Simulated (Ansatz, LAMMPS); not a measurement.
# Energy and forces of Al48Fe52 (at. %) with crystalline order left by the classical run (94 atoms), part 2 of 2

Wanted: forces and levels of Al48Fe52 (at. %) with crystalline order left by the classical run (94 atoms).

Ansatz 0.2.0; Kohn-Sham DFT, PBEsol, PAW (set soft_2), plane waves.

The cell: 45 Al and 49 Fe. The quench rate of 10 K/ps is orders of magnitude faster than experiment. The starting topology of bonds comes from the classical model.

So far. Step 3 (Plane-wave single point): Neighbours are counted within 3.43 Å (Fe-Fe), 3.43 Å (Fe-Al), 3.43 Å (Al-Al).

## Step 3: Plane-wave single point (continued)

States in the cell by windows of 1 eV, zero at the Fermi level; the larger projections on atomic orbitals stand beside the total:

```
from (eV)  to (eV)  total up  total down   Fe d  Al p  Al s  Fe s
      -18      -11       0.0         0.0    0.0   0.0   0.0   0.0
      -11      -10       2.2         2.2    0.0   0.9   2.1   1.3
      -10       -9       4.3         4.2    0.1   3.0   3.6   1.8
       -9       -8       5.6         5.5    0.3   4.7   3.8   2.2
       -8       -7       8.4         8.1    0.9   7.5   5.2   2.6
       -7       -6      10.0         9.2    2.1   8.7   5.3   2.8
       -6       -5      13.9        10.6    5.4  10.3   5.5   3.0
       -5       -4      23.9        15.0   15.7  13.6   4.5   4.6
       -4       -3      51.1        21.0   47.2  16.6   3.2   4.1
       -3       -2      68.9        36.6   81.5  16.4   2.4   3.2
       -2       -1      75.8        56.6  113.2  11.9   1.9   2.3
       -1        0      42.5        49.4   76.6   9.4   1.8   1.8
        0        1      19.3        61.1   64.4   9.5   2.2   1.9
        1        2      13.8        43.1   39.6   9.5   3.2   2.4
        2        3      16.5        20.2   13.3  11.3   5.3   3.6
        3        4      16.5        19.3    8.2  12.5   6.3   4.4
```

The curve was stored every 0.10 eV, coarse against its broadening of 0.08 eV, so these counts are rough.

The stored curve holds about 525 of the 919 electrons; the rest, give or take the few that broadening carries across the Fermi level, lie in deeper levels below its range.

The levels nearest the highest filled one (over half full), pooled over k-points and spins:

```
level less the highest filled one (eV)  occupation
                               -0.0092       0.529
                               -0.0055        0.52
                               -0.0036       0.515
                               -0.0024       0.512
                                -0.001       0.509
                                     0       0.506
                                0.0042       0.496
                                0.0068       0.489
                                0.0085       0.485
                                 0.011       0.479
                                0.0111       0.478
                                0.0117       0.477
```

Spin density in the bc plane at fractional x = 0.352, with atoms of Al and Fe within 0.2 Å of it.

Ten even steps from '0' (0.0 e/Å³) to '9' (3.8 e/Å³), each cell a mean:
```
000000000147300000167200000000
000000000013100000145200000000
000000000000000000000000000000
000000000000000000000000000000
100000000000000000000000000001
510000000000000000000000000038
400000000003510000000000000026
000000000003520000000000000000
000000000000100000000000000000
000000000000000000000000000000
000000000000000000000000000000
000000000000000000000000000000
000000000000000000000000000000
000000000000000000000000000000
000000000000000100000000000000
000000000000001551000000000000
000000000000002661000000000000
000000001341000110000000000000
023100001672000000002530000000
049500000110000000003951000000
024200000000000000000210000000
000000000000000000000000013300
000000000000000000000000027610
000000000012100000011000002200
```
Columns run along b (10.6 Å), rows up along c (10.6 Å). Atoms in or near the plane, at fractional coordinates: Al at (0.01, 0.47), Al at (0.66, 0.71), Al at (0.73, 0.42), Fe at (0.37, 0.97), Fe at (0.98, 0.75), Fe at (0.40, 0.70), Fe at (0.89, 0.06), Fe at (0.08, 0.18), Fe at (0.66, 0.96), Fe at (0.52, 0.32), Fe at (0.33, 0.23), Fe at (0.71, 0.19).

Valence density in the bc plane at fractional x = 0.352, with atoms of Al and Fe within 0.2 Å of it. It is the smooth field of the valence electrons, not physical close to the nuclei.

Values in e/Å³, 13 rows by 16 columns, each cell a mean:
```
 0  0  0  0  0  8 11  1  0  1 17  8  0  0  0  0
 0  0  0  0  0  0  1  0  0  0  2  1  0  0  0  0
 4  0  0  0  0  0  1  0  0  0  0  0  0  0  0  6
 8  0  0  0  0  2 15  3  0  0  0  0  0  0  1 12
 0  0  0  0  0  1  6  2  0  0  0  0  0  0  0  0
 0  0  0  0  0  0  0  0  0  0  0  0  0  0  0  0
 0  0  0  0  0  0  0  0  0  0  0  0  0  0  0  0
 0  0  0  0  0  0  0  0  1  0  0  0  0  0  0  0
 0  0  0  0  0  0  0  4 17  3  0  0  0  0  0  0
 1  1  0  0  4 13  2  1  5  1  1  3  1  0  0  0
 6 18  2  0  3  9  1  0  0  0  3 17  4  0  0  0
 1  3  1  0  0  0  0  0  0  0  1  2  1  2  7  1
 0  0  0  0  0  3  3  0  0  0  2  1  0  4 12  2
```
Columns run along b (10.6 Å), rows up along c (10.6 Å). Atoms in or near the plane, at fractional coordinates: Al at (0.01, 0.47), Al at (0.66, 0.71), Al at (0.73, 0.42), Fe at (0.37, 0.97), Fe at (0.98, 0.75), Fe at (0.40, 0.70), Fe at (0.89, 0.06), Fe at (0.08, 0.18), Fe at (0.66, 0.96), Fe at (0.52, 0.32), Fe at (0.33, 0.23), Fe at (0.71, 0.19).

The cell holds a total moment of 86.6 μB; no search proves this magnetic order the lowest. Within 0.4 eV of the Fermi level the largest share is Fe d (83 % of the projected weight).

## Step 4: Structure statistics

These statistics describe the geometry on which the runs were made.

Density 5.54 g/cm³, 12.59 Å³ an atom.

Pair distribution functions g(r), in bins of 0.2 Å:

```
r (Å)  total  Fe-Fe  Fe-Al  Al-Al
 2.10   0.02   0.08   0.00   0.00
 2.30   0.72   1.07   0.81   0.08
 2.50   3.79   3.00   4.88   2.34
 2.70   3.05   2.21   3.20   3.73
 2.90   1.05   1.74   0.47   1.50
 3.10   0.42   0.58   0.31   0.48
 3.30   0.34   0.36   0.28   0.43
 3.50   0.21   0.13   0.19   0.34
 3.70   0.39   0.28   0.42   0.44
 3.90   0.61   0.74   0.60   0.48
 4.10   1.10   1.21   1.12   0.89
 4.30   1.45   1.38   1.52   1.38
 4.50   1.52   1.40   1.58   1.54
 4.70   1.19   1.06   1.36   0.95
 4.90   1.38   1.23   1.44   1.42
 5.10   1.19   1.21   1.21   1.11
```

Neighbours by pair of elements; one cutoff, the widest of the pairs' first minima of g(r), serves all pairs of this metal:

```
pair A-B  cutoff (Å)  bonds  mean length (Å)  spread (Å)  shortest (Å)  B about A  A about B
   Fe-Fe        3.43    167             2.72       0.269          2.18       6.82       6.82
   Fe-Al        3.43    318             2.64       0.219          2.27       6.49       7.07
   Al-Al        3.43    139             2.77       0.229          2.38       6.18       6.18
```

How many atoms have how many bonded neighbours:

```
element  mean  12  13  14  15
     Al  13.2   7  22  14   2
     Fe  13.3   7  23  16   3
```

Bond length by coordination (bonds to H left out):

```
element  coordination  atoms  mean bond length (Å)
     Al            12      7                  2.62
     Al            13     22                  2.69
     Al            14     14                  2.73
     Al            15      2                   2.8
     Fe            12      7                  2.60
     Fe            13     23                  2.66
     Fe            14     16                  2.72
     Fe            15      3                  2.76
```

For some of the pairs, g(r) has its first main peak near 2.5 Å (Fe-Fe), 2.5 Å (Fe-Al) and 2.6 Å (Al-Al). Counting bonds as in the table, 49 % of Al atoms have 13 and 47 % of Fe atoms have 13 bonded neighbours.

A closer look about Fe82, which has 15 bonded neighbours where the commonest count for Fe is 13: 16 atoms, nearest first, numbered in the order of the input, with positions taken from that point.

```
atom      x      y      z  distance (Å)  bonds  moment (μB)     Fx     Fy  Fz (eV/Å)
Fe82   0.00   0.00   0.00          0.00     15         1.97   0.63   0.15       0.25
Al30   0.12  -2.19  -1.07          2.44     13        -0.03   0.31  -0.35       1.17
Al26  -1.94   1.49  -0.64          2.53     13        -0.05   0.30  -0.69      -0.50
Al40   1.57   1.20   1.59          2.54     13        -0.04   0.12  -0.54      -0.21
Fe90   0.17  -0.64   2.47          2.55     14         1.71   0.07  -0.83       0.30
Al29  -1.09   1.45   1.81          2.56     12        -0.04  -0.61  -0.52       0.81
Fe56  -2.35  -1.01  -0.26          2.57     12         1.80  -0.40  -0.12      -0.36
Fe50  -1.33  -0.61  -2.15          2.60     13         1.58  -0.71   0.01      -0.64
Al42   0.97   0.00  -2.44          2.63     12        -0.03   0.05   0.63       0.56
Al21   2.59  -0.81  -0.54          2.77     14        -0.05   0.04  -0.66       0.78
Fe74   0.00   2.24  -1.66          2.79     13         1.39   0.39  -0.48      -0.80
Fe88   2.14   1.79  -0.84          2.91     12         1.58  -0.37  -0.45       0.24
 Al2  -0.91  -2.59   1.28          3.03     13        -0.04   0.37  -0.05      -0.17
Fe89   1.59  -2.42   1.24          3.15     13         2.04   0.14   0.93       0.20
Al11   0.23   3.17   0.64          3.24     14        -0.03   0.35   0.64      -0.52
 Al9  -2.44  -0.74   2.09          3.29     13        -0.03  -0.29   0.59      -0.17
```

The column of bonds counts only the pairs Fe-Fe within 3.43 Å, Fe-Al within 3.43 Å, Al-Al within 3.43 Å; other neighbours, such as metal atoms beside each other in a compound, aren't counted, and periodic images can show an atom twice.

## Step 5: Outcome

| Property | Result |
| --- | --- |
| free energy per atom | -2570.2677 eV/atom |
| pressure | -0.1615 GPa |
| r.m.s. force component | 0.5867 eV/Å |
| wall time of the 1 DFT run | 12 min |

What this shows: 497 levels are partly filled, by over 2 % (on the run's k-points), as in a metal. The cell holds a total moment of 86.6 μB; no search proves this magnetic order the lowest. Counting bonds as in the table, 49 % of Al atoms have 13 and 47 % of Fe atoms have 13 bonded neighbours.

Caveats: The force components of 0.59 eV/Å r.m.s. come partly from thermal motion and partly from the difference between the classical potential and DFT. The run was spin polarised, started with 49 parallel moments, ending at 86.6 μB in the cell; that starting order needn't be the real material's, and it bears on forces, charges and levels. The pressure of a single frame lacks the kinetic term.

[Logs are printed without paths, hosts, clocks, repeated set-up lines and the standing remarks that a program may print on its own settings, such as how far it seeks lower states.]

[Hosts, paths, dates, database ids (printed as entryN), source tags and the programs' standing remarks are cut or masked in the printed files.]
